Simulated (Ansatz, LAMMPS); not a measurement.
# Squeezing and shearing amorphous 30In2O3-33ZnO-37SnO2 (mol %) (98 atoms)

Aim: relax amorphous 30In2O3-33ZnO-37SnO2 (mol %) (98 atoms), then change its volume and shape to read moduli from the stress.

Method: Kohn-Sham DFT, PBE, PAW (set soft_1), plane waves, in Ansatz 0.2.0.

## Step 1: The structure

The cell holds 98 atoms: 18 In, 10 Zn, 11 Sn and 59 O. Cell: a = 10.943 Å, b = 10.943 Å, c = 10.943 Å, α = 90.0°, β = 90.0°, γ = 90.0°. 98 atoms (18 Sc, 10 Zn, 11 Sn, 59 O) placed at random at 4.81 g/cm³, melted at 5000 K for 10 ps at fixed volume with the Morse and Coulomb pair potential with partial charges (Pedone, Malavasi, Menziani, Cormack and Segre, J. Phys. Chem. B 110, 11780 (2006)). Quenched from 5000 K to 300 K at 100 K/ps and fixed volume, held 10 ps at zero pressure, then minimised at fixed cell. Then Sc was replaced by In and the cell scaled by 1.022 (the potential has no terms for the new elements, so the cell is a start for a DFT relaxation).

What the set-up can't give: The quench rate of 100 K/ps far exceeds what a furnace or splat quench reaches, so expect more defects and frozen-in strain than in a real sample. The starting topology of bonds comes from the classical model, and needn't be the one that DFT or experiment would give. Sampling is at Γ alone.

## Step 2: Single point at the start

A single point comes first, to see the forces before anything moves.

Input file input.yaml:

```yaml
crystal:
  lattice:
    - [10.94262, 0.0, 0.0]
    - [0.0, 10.94262, 0.0]
    - [0.0, 0.0, 10.94262]
  atoms:
    - { symbol: In, position: [0.18682, 0.00596, 0.19248] }
    - { symbol: In, position: [0.2492, 0.08664, 0.85961] }
    - { symbol: In, position: [0.70592, 0.18632, 0.52836] }
    - { symbol: In, position: [0.77623, 0.29328, 0.01212] }
    - { symbol: In, position: [0.81005, 0.51737, 0.27543] }
    - { symbol: In, position: [0.42542, 0.13791, 0.60699] }
    - { symbol: In, position: [0.46478, 0.018, 0.28883] }
    - { symbol: In, position: [0.61825, 0.60811, 0.07042] }
    - { symbol: In, position: [0.10749, 0.67519, 0.43656] }
    - { symbol: In, position: [0.15845, 0.81036, 0.91682] }
    - { symbol: In, position: [0.46119, 0.84488, 0.03973] }
    - { symbol: In, position: [0.28825, 0.71759, 0.21791] }
    - { symbol: In, position: [0.85293, 0.70446, 0.56374] }
    - { symbol: In, position: [0.70217, 0.85224, 0.28309] }
    - { symbol: In, position: [0.27358, 0.52118, 0.93326] }
    - { symbol: In, position: [0.1827, 0.37766, 0.67901] }
    - { symbol: In, position: [0.69294, 0.05295, 0.78838] }
    - { symbol: In, position: [0.97244, 0.78151, 0.14367] }
    - { symbol: Zn, position: [0.90572, 0.98993, 0.50519] }
    - { symbol: Zn, position: [0.60226, 0.07822, 0.03906] }
    - { symbol: Zn, position: [0.93335, 0.44358, 0.55684] }
    - { symbol: Zn, position: [0.05508, 0.30698, 0.95201] }
    - { symbol: Zn, position: [0.62258, 0.66203, 0.79145] }
    - { symbol: Zn, position: [0.43334, 0.88885, 0.78226] }
    - { symbol: Zn, position: [0.99967, 0.16165, 0.67216] }
    - { symbol: Zn, position: [0.98607, 0.02793, 0.94439] }
    - { symbol: Zn, position: [0.32259, 0.44377, 0.39059] }
    - { symbol: Zn, position: [0.814, 0.80767, 0.87735] }
    - { symbol: Sn, position: [0.50333, 0.34477, 0.80958] }
    - { symbol: Sn, position: [0.16699, 0.89048, 0.6291] }
    - { symbol: Sn, position: [0.3346, 0.63154, 0.62813] }
    - { symbol: Sn, position: [0.58945, 0.29849, 0.2475] }
    - { symbol: Sn, position: [0.15466, 0.18515, 0.43311] }
    - { symbol: Sn, position: [0.32688, 0.28938, 0.11771] }
    - { symbol: Sn, position: [0.61348, 0.83138, 0.56146] }
    - { symbol: Sn, position: [0.93264, 0.56453, 0.86733] }
    - { symbol: Sn, position: [0.61646, 0.464, 0.54942] }
    - { symbol: Sn, position: [0.88653, 0.12265, 0.22251] }
    - { symbol: Sn, position: [0.08053, 0.45036, 0.22191] }
    - { symbol: O, position: [0.78138, 0.85748, 0.46409] }
    - { symbol: O, position: [0.2277, 0.74073, 0.74851] }
    - { symbol: O, position: [0.0181, 0.79903, 0.56383] }
    - { symbol: O, position: [0.58467, 0.01584, 0.62826] }
    - { symbol: O, position: [0.67431, 0.64175, 0.52745] }
    - { symbol: O, position: [0.67119, 0.42471, 0.11254] }
    - { symbol: O, position: [0.9037, 0.5726, 0.68893] }
    - { symbol: O, position: [0.08524, 0.04531, 0.54609] }
    - { symbol: O, position: [0.28466, 0.25693, 0.5536] }
    - { symbol: O, position: [0.12, 0.22619, 0.80016] }
    - { symbol: O, position: [0.66224, 0.4227, 0.36454] }
    - { symbol: O, position: [0.23111, 0.67528, 0.03487] }
    - { symbol: O, position: [0.20467, 0.56629, 0.30292] }
    - { symbol: O, position: [0.26252, 0.76878, 0.50935] }
    - { symbol: O, position: [0.73491, 0.80006, 0.71077] }
    - { symbol: O, position: [0.86077, 0.93143, 0.20464] }
    - { symbol: O, position: [0.17698, 0.3991, 0.06965] }
    - { symbol: O, position: [0.23106, 0.14686, 0.04946] }
    - { symbol: O, position: [0.8263, 0.11903, 0.39722] }
    - { symbol: O, position: [0.56376, 0.16861, 0.38553] }
    - { symbol: O, position: [0.59952, 0.48892, 0.74282] }
    - { symbol: O, position: [0.31943, 0.9162, 0.92345] }
    - { symbol: O, position: [0.93338, 0.57918, 0.42145] }
    - { symbol: O, position: [0.04521, 0.29943, 0.55434] }
    - { symbol: O, position: [0.89849, 0.40035, 0.928] }
    - { symbol: O, position: [0.81844, 0.98254, 0.91003] }
    - { symbol: O, position: [0.55201, 0.28282, 0.62275] }
    - { symbol: O, position: [0.94257, 0.1787, 0.04448] }
    - { symbol: O, position: [0.34216, 0.89965, 0.18516] }
    - { symbol: O, position: [0.07996, 0.92083, 0.05836] }
    - { symbol: O, position: [0.18469, 0.32312, 0.30926] }
    - { symbol: O, position: [0.7195, 0.18501, 0.15907] }
    - { symbol: O, position: [0.4812, 0.75068, 0.66727] }
    - { symbol: O, position: [0.47242, 0.17177, 0.14225] }
    - { symbol: O, position: [0.41333, 0.38745, 0.97643] }
    - { symbol: O, position: [0.05623, 0.10596, 0.28774] }
    - { symbol: O, position: [0.43824, 0.52065, 0.51368] }
    - { symbol: O, position: [0.42189, 0.37856, 0.24956] }
    - { symbol: O, position: [0.09771, 0.96486, 0.79996] }
    [... 14 atom lines left out ...]
    - { symbol: O, position: [0.6469, 0.22612, 0.88627] }
    - { symbol: O, position: [0.39234, 0.19734, 0.79786] }
    - { symbol: O, position: [0.1802, 0.5356, 0.56189] }
    - { symbol: O, position: [0.5595, 0.96449, 0.89611] }
    - { symbol: O, position: [0.97357, 0.58591, 0.15698] }
    - { symbol: O, position: [0.73844, 0.68152, 0.20806] }
kpoints:
  mp_grid: { grid: [1, 1, 1] }
hamiltonian:
  xc: pbe
  pseudopotentials: { kind: paw, azcp: { folder: soft_1 } }
scf:
  occupations: { method: gaussian, width: 0.05 }
output:
  forces: true
```

Launch:

```
ansatz run input.yaml --threads 4 --pin off --max-ram 8192MiB --backend cpu --events-out ev --progress --plain --runs-dir out
```

Numbers of over 12 decimals in the logs are rounded to 6 here.

The log of the run:

```text
Engine: ansatz 0.2.0, aarch64-unknown-linux-gnu
Pseudopotentials: kind: paw
Pseudopotential: In, paw, valence charge 13, recommended cutoff 420 eV (normal), soft_1/In.paw.azcp
Pseudopotential: Zn, paw, valence charge 12, recommended cutoff 420 eV (normal), soft_1/Zn.paw.azcp
Pseudopotential: Sn, paw, valence charge 14, recommended cutoff 420 eV (normal), soft_1/Sn.paw.azcp
Pseudopotential: O, paw, valence charge 6, recommended cutoff 420 eV (normal), soft_1/O.paw.azcp
[... 5 lines on functional and potentials left out ...]
Crystal: 98 atoms, lattice volume = 1310.280 Å³
Basis set: ecut = 420 eV, 25677 PW (Γ), exchange–correlation on 150×150×150 points (8 copies of the dense FFT grid, shifted against one another)
Bands: 529, of which v1, the nominal top of the filled ones, is band 431 counted from 1 (430 counted from 0)
Symmetry: 1 space group operations
Space group: P1 (ITA 1), of the structure as read, at distance tolerance 1.1e-4 Å
k-points: 1
[... 9 lines on functional and potentials left out ...]
Initial density: superposition of atomic densities (chi_scale 0.1, normalization cell, long waves kept (reshape's long-wave potential 0.68 eV rms))
Initial wavefunctions: pseudopotential atomic-orbital guess
Functional: x = pbe(κ = 0.804, μ = 0.219515), c = pbe(β = 0.066725)
SCF iter   1: F=—  HF=-233707.431870 eV  |F-HF|=—  |Δ(HF+E_count)|=         —  Δρ=7.73e-2  dr2=6.97e1  ethr=3.10e-3  ⟨swp⟩=6.0  Hψ=2155  notcnv=0  defer=18
preconditioner: auto → LDOS  [insulator: Δε(μ)=0.141 eV  Ē_g=16.650 eV  σ=0.050 eV  W_gap=0.95  n_scr=364 (ndim 8)  ℏωp=30.1 eV  f_vac=0.028  D(μ)=6.10/eV (n_scr^D=18)  ε∞_Penn≈4.3  β→1.0]
SCF iter   2: F=—  HF=-233718.948846 eV  |F-HF|=—  |Δ(HF+E_count)|=    1.15e1  Δρ=1.07e-1  dr2=1.19e2  ethr=3.10e-3  ⟨swp⟩=3.0  Hψ=1149  notcnv=0  defer=92
SCF iter   3: F=—  HF=-233689.760263 eV  |F-HF|=—  |Δ(HF+E_count)|=    2.92e1  Δρ=2.03e-2  dr2=5.61e0  ethr=3.10e-3  ⟨swp⟩=3.0  Hψ=1209  notcnv=0  defer=91
SCF iter   4: F=—  HF=-233688.942855 eV  |F-HF|=—  |Δ(HF+E_count)|=   8.17e-1  Δρ=1.07e-2  dr2=1.39e0  ethr=6.51e-4  ⟨swp⟩=3.0  Hψ=901  notcnv=0  defer=62
automatic band count: iteration 4 solves 500 bands in place of 529: the levels show a gap, and the empty bands left out lie too high to hold charge; the band table lists the bands solved (type scf.n_extra_bands for more)
SCF iter   5: F=—  HF=-233688.708031 eV  |F-HF|=—  |Δ(HF+E_count)|=   2.35e-1  Δρ=5.36e-3  dr2=3.68e-1  ethr=1.61e-4  ⟨swp⟩=3.0  Hψ=800  notcnv=0  defer=62
SCF iter   6: F=—  HF=-233688.658119 eV  |F-HF|=—  |Δ(HF+E_count)|=   4.99e-2  Δρ=2.57e-3  dr2=8.66e-2  ethr=4.27e-5  ⟨swp⟩=3.0  Hψ=911  notcnv=0  defer=62
SCF iter   7: F=—  HF=-233688.647619 eV  |F-HF|=—  |Δ(HF+E_count)|=   1.05e-2  Δρ=8.24e-4  dr2=5.27e-3  ethr=1.00e-5  ⟨swp⟩=2.0  Hψ=766  notcnv=0  defer=62
SCF iter   8: F=—  HF=-233688.648573 eV  |F-HF|=—  |Δ(HF+E_count)|=   9.54e-4  Δρ=4.30e-4  dr2=2.18e-3  ethr=6.11e-7  ⟨swp⟩=2.0  Hψ=796  notcnv=0  defer=62
SCF iter   9: F=—  HF=-233688.648403 eV  |F-HF|=—  |Δ(HF+E_count)|=   1.71e-4  Δρ=1.33e-4  dr2=1.93e-4  ethr=2.53e-7  ⟨swp⟩=2.0  Hψ=795  notcnv=0  defer=62
SCF iter  10: F=—  HF=-233688.648439 eV  |F-HF|=—  |Δ(HF+E_count)|=   3.63e-5  Δρ=5.60e-5  dr2=3.01e-5  ethr=2.24e-8  ⟨swp⟩=2.0  Hψ=774  notcnv=0  defer=62
SCF iter  11: F=—  HF=-233688.646332 eV  |F-HF|=—  |Δ(HF+E_count)|=   2.11e-3  Δρ=2.64e-5  dr2=6.61e-6  ethr=3.49e-9  ⟨swp⟩=2.0  Hψ=839  notcnv=0  defer=62
SCF iter  12: F=—  HF=-233688.646333 eV  |F-HF|=—  |Δ(HF+E_count)|=   1.71e-6  Δρ=1.28e-5  dr2=1.58e-6  ethr=7.66e-10  ⟨swp⟩=2.0  Hψ=780  notcnv=0  defer=62
SCF iter  13: F=—  HF=-233688.646334 eV  |F-HF|=—  |Δ(HF+E_count)|=   5.43e-7  Δρ=5.40e-6  dr2=2.45e-7  ethr=1.83e-10  ⟨swp⟩=2.0  Hψ=778  notcnv=0  defer=62
SCF iter  14: F=-233688.646334 eV  HF=-233688.646334 eV  |F-HF|=6.26e-9  |Δ(HF+E_count)|=   1.23e-7  Δρ=2.37e-6  dr2=5.77e-8  ethr=1.16e-11  ⟨swp⟩=4.0  Hψ=1584  notcnv=0
SCF 1 converged in 14 iterations: F = -233688.646334 eV  dr2 = 5.77e-8
  greatest PAW one-centre occupation: 0.996 electrons in one spin orbital (limit 2), on the Sn atom at site 33 (counted from 0), in its partial waves of l = 2
SCF converged after 14 iterations
Free energy (F): -233688.646334 eV
Harris-Foulkes:  -233688.646334 eV  (|F-HF|=6.26e-9)
Internal energy: -233688.645999 eV  (E = F + TS)
E sigma→0 (E₀):  -233688.646166 eV
Entropy (-TS):   -0.000335 eV (-0.003 meV/atom)
Fermi energy:    8.239891 eV
--- Per-component energies (eV) ---
  E_band       = -1149.329489
  E_kinetic    = 17214.087383
  E_local      = -71871.679960  (includes V_loc(G=0)·N_el)
  E_nonlocal   = 18880.846890
  E_hartree    = 29229.581224
  E_xc         = -8897.942452
  E_vxc        = -8315.314694  (∫ρ·V_xc dr)
  E_paw        = -152563.049750  (= ΣΔE_a)
  E_vpaw       = -15516.464584  (= ΣTr[D̂ρ^β])
  E_aug_tail   = 0.047312  (compensation charges beyond the density's cutoff)
  E_ewald      = -65680.536645
  E_smearing   = -0.000335  (= −TS)
  E_closure    = -0.000000  (closes the sum)
  Σ components = -233688.646334   (vs F -233688.646334, Δ=0.00e0)
--- Forces (eV/Å), atoms counted from 1 ---
  atom   1  In    -0.00705388     0.33434833     0.34039359
  atom   2  In     0.37056994     0.39426673    -0.07633693
  atom   3  In     0.04087930     0.26264975    -0.51376477
  atom   4  In     0.16071355     0.86899635    -0.50822189
  atom   5  In     0.29820815    -0.19846536    -0.03022062
  atom   6  In    -0.47917745     0.15893240    -0.32475444
  atom   7  In    -0.04743500     0.80075426     0.74314648
  atom   8  In    -0.52325244    -0.16576536    -0.10023367
  atom   9  In    -0.23306325     0.00342569     0.15332171
  atom  10  In     0.64710563    -0.85211301    -0.51336870
  atom  11  In     0.30491902    -0.70511459    -0.26550000
  atom  12  In     0.00796961    -0.55393453    -0.24627601
  atom  13  In     0.00058227    -0.33584695     0.58891683
  atom  14  In     0.14676581    -0.28702663     0.10077575
[...]
atom  97  O     -0.44858977     0.12388595    -0.29264199
  atom  98  O      0.27308976     0.17853055    -0.17479479
  max |Σ_I F_I| component: 3.29e-5 eV/Å
```

It took 25 s on 4 threads of Arm Neoverse V2, shared host; peak memory 2.1 GiB.

The r.m.s. force at the start is 0.34 eV/Å.

## Step 3: Cell and atoms relaxed

Cell and atoms are freed together, to release stress as well as forces.

Input file input.yaml:

```yaml
crystal:
  lattice:
    - [10.94262, 0.0, 0.0]
    - [0.0, 10.94262, 0.0]
    - [0.0, 0.0, 10.94262]
  atoms:
    [... the 98 atom lines of step 2 ...]
kpoints:
  mp_grid: { grid: [1, 1, 1] }
hamiltonian:
  xc: pbe
  pseudopotentials: { kind: paw, azcp: { folder: soft_1 } }
scf:
  occupations: { method: gaussian, width: 0.05 }
output:
  forces: true
relax:
  f_tol: 0.05
  max_steps: 150
  cell: {}
```

The log of the run:

```text
[...]
Crystal: 98 atoms, lattice volume = 1310.280 Å³
Basis set: ecut = 420 eV, 25677 PW (Γ), exchange–correlation on 150×150×150 points (8 copies of the dense FFT grid, shifted against one another)
Bands: 529, of which v1, the nominal top of the filled ones, is band 431 counted from 1 (430 counted from 0)
Symmetry: 1 space group operations
[...]
k-points: 1
[...]
SCF iter   1: F=—  HF=-233707.431869 eV  |F-HF|=—  |Δ(HF+E_count)|=         —  Δρ=7.73e-2  dr2=6.97e1  ethr=3.10e-3  ⟨swp⟩=6.0  Hψ=2155  notcnv=0  defer=18
[...]
SCF iter  13: F=—  HF=-233688.646334 eV  |F-HF|=—  |Δ(HF+E_count)|=   5.48e-7  Δρ=5.43e-6  dr2=2.48e-7  ethr=1.83e-10  ⟨swp⟩=2.0  Hψ=778  notcnv=0  defer=91
SCF iter  14: F=-233688.646334 eV  HF=-233688.646334 eV  |F-HF|=5.97e-9  |Δ(HF+E_count)|=   1.24e-7  Δρ=2.38e-6  dr2=5.85e-8  ethr=1.16e-11  ⟨swp⟩=4.0  Hψ=1546  notcnv=0
SCF 1 converged in 14 iterations: F = -233688.646334 eV  dr2 = 5.85e-8
[...]
relax step   1: F+E_penalty+E_count = -233688.64633392 eV  Δ(F+E_penalty+E_count) = +0.000e0 eV  max|allowed force component| = 8.985e-1 eV/Å  Δτ_max = 0.0000 Å  P = +1.613 GPa  Ω = 1310.280 Å³  (14 SCF iters, dr2 threshold 1.00e-7 eV, accepted)
[... from here on, the SCF cycles and remarks between the steps are left out ...]
relax step   2: F+E_penalty+E_count = -233690.12823598 eV  Δ(F+E_penalty+E_count) = -1.482e0 eV  max|allowed force component| = 4.911e-1 eV/Å  Δτ_max = 0.1225 Å  P = -0.308 GPa  Ω = 1321.618 Å³  energy of the carried Pulay correction = -2.419e-2 eV  (9 SCF iters, dr2 threshold 9.80e-6 eV, accepted)
relax step   3: F+E_penalty+E_count = -233690.46754406 eV  Δ(F+E_penalty+E_count) = -3.393e-1 eV  max|allowed force component| = 4.081e-1 eV/Å  Δτ_max = 0.0525 Å  P = -0.365 GPa  Ω = 1321.836 Å³  energy of the carried Pulay correction = -2.465e-2 eV  (8 SCF iters, dr2 threshold 9.80e-6 eV, accepted)
relax step   4: F+E_penalty+E_count = -233690.74959048 eV  Δ(F+E_penalty+E_count) = -2.820e-1 eV  max|allowed force component| = 2.818e-1 eV/Å  Δτ_max = 0.2000 Å  P = -0.129 GPa  Ω = 1317.258 Å³  energy of the carried Pulay correction = -1.491e-2 eV  (9 SCF iters, dr2 threshold 9.80e-6 eV, accepted)
relax step   5: F+E_penalty+E_count = -233690.88284205 eV  Δ(F+E_penalty+E_count) = -1.333e-1 eV  max|allowed force component| = 2.855e-1 eV/Å  Δτ_max = 0.2000 Å  P = +0.107 GPa  Ω = 1313.294 Å³  energy of the carried Pulay correction = -6.451e-3 eV  (8 SCF iters, dr2 threshold 4.96e-6 eV, accepted)
relax step   6: F+E_penalty+E_count = -233690.90473565 eV  Δ(F+E_penalty+E_count) = -2.189e-2 eV  max|allowed force component| = 1.029e-1 eV/Å  Δτ_max = 0.1438 Å  P = -0.036 GPa  Ω = 1317.331 Å³  energy of the carried Pulay correction = -1.507e-2 eV  (8 SCF iters, dr2 threshold 5.09e-6 eV, accepted)
relax step   7: F+E_penalty+E_count = -233690.91482271 eV  Δ(F+E_penalty+E_count) = -1.009e-2 eV  max|allowed force component| = 4.140e-2 eV/Å  Δτ_max = 0.0419 Å  P = +0.012 GPa  Ω = 1315.984 Å³  energy of the carried Pulay correction = -1.219e-2 eV  (8 SCF iters, dr2 threshold 6.62e-7 eV, accepted)
relax step   8: F+E_penalty+E_count = -233690.94134146 eV  Δ(F+E_penalty+E_count) = -2.652e-2 eV  max|allowed force component| = 4.156e-2 eV/Å  Δτ_max = 0.0000 Å  P = +0.051 GPa  Ω = 1315.984 Å³  stress off target by 1.83e-1 GPa  SCF on the basis re-selected at this cell (its energy is not comparable with the rows above)  (8 SCF iters)
relax step   9: F+E_penalty+E_count = -233690.94131858 eV  Δ(F+E_penalty+E_count) = +2.288e-5 eV  max|allowed force component| = 2.435e-2 eV/Å  Δτ_max = 0.0214 Å  P = +0.002 GPa  Ω = 1317.036 Å³  energy of the carried Pulay correction = -2.300e-3 eV  (8 SCF iters, dr2 threshold 8.34e-8 eV, accepted)
relax step  10: F+E_penalty+E_count = -233690.94479560 eV  Δ(F+E_penalty+E_count) = -3.477e-3 eV  max|allowed force component| = 2.437e-2 eV/Å  Δτ_max = 0.0000 Å  P = +0.003 GPa  Ω = 1317.036 Å³  stress off target by 1.14e-2 GPa  SCF on the basis re-selected at this cell (its energy is not comparable with the rows above)  (7 SCF iters)
[...]
SCF converged after 7 iterations
Free energy (F): -233690.944796 eV
[...]
Internal energy: -233690.944796 eV  (E = F + TS)
E sigma→0 (E₀):  -233690.944796 eV
Fermi energy:    8.089469 eV
[...]
Σ components = -233690.944796   (vs F -233690.944796, Δ=0.00e0)
--- Forces (eV/Å), atoms counted from 1 ---
  atom   1  In    -0.00056872    -0.00413911    -0.00472055
  atom   2  In    -0.00252002    -0.00007406     0.00343462
  atom   3  In    -0.00432320     0.00729834    -0.00060336
  atom   4  In    -0.00378246     0.00126730    -0.00299007
[...]
atom  98  O     -0.00305546    -0.00068557    -0.00305130
  max |Σ_I F_I| component: 3.14e-6 eV/Å
--- Stress (GPa, compression-positive) ---
        0.007164       0.000004       0.003268
        0.000004      -0.005166      -0.005681
        0.003268      -0.005681       0.006970
  P = ⅓ Tr σ = 0.0030 GPa (0.030 kbar)
--- Relaxed structure (8 steps of the walk, 8 accepted, 2 SCFs on fresh bases) ---
  F+E_penalty+E_count = -233690.94479560 eV   max|allowed force component| = 2.437e-2 eV/Å   (the final SCF, on the basis selected at the relaxed cell)
  cell:  # Å, volume = 1317.0361 Å³
    - [11.174025, 0.025993, 0.172611]
    - [0.025993, 10.765954, -0.00427479]
    - [0.172611, -0.00427479, 10.950748]
  atoms:
    - { symbol: In, position: [0.181788, -0.00194849, 0.198053] }
    - { symbol: In, position: [0.250044, 0.092905, 0.860367] }
    - { symbol: In, position: [0.707275, 0.183596, 0.530624] }
    - { symbol: In, position: [0.770085, 0.297434, 0.010415] }
[...]
- { symbol: O, position: [0.752240, 0.688167, 0.196330] }
```

Elapsed: 3.4 min, on 4 threads; peak memory 2.1 GiB.

The relaxation converged after 8 steps, with a largest force component of 0.024 eV/Å.

(Continued in part 2 of 3.)

[Logs are printed without paths, hosts, clocks, repeated set-up lines and the standing remarks that a program may print on its own settings, such as how far it seeks lower states.]

[Hosts, paths, dates, database ids (printed as entryN), source tags and the programs' standing remarks are cut or masked in the printed files.]
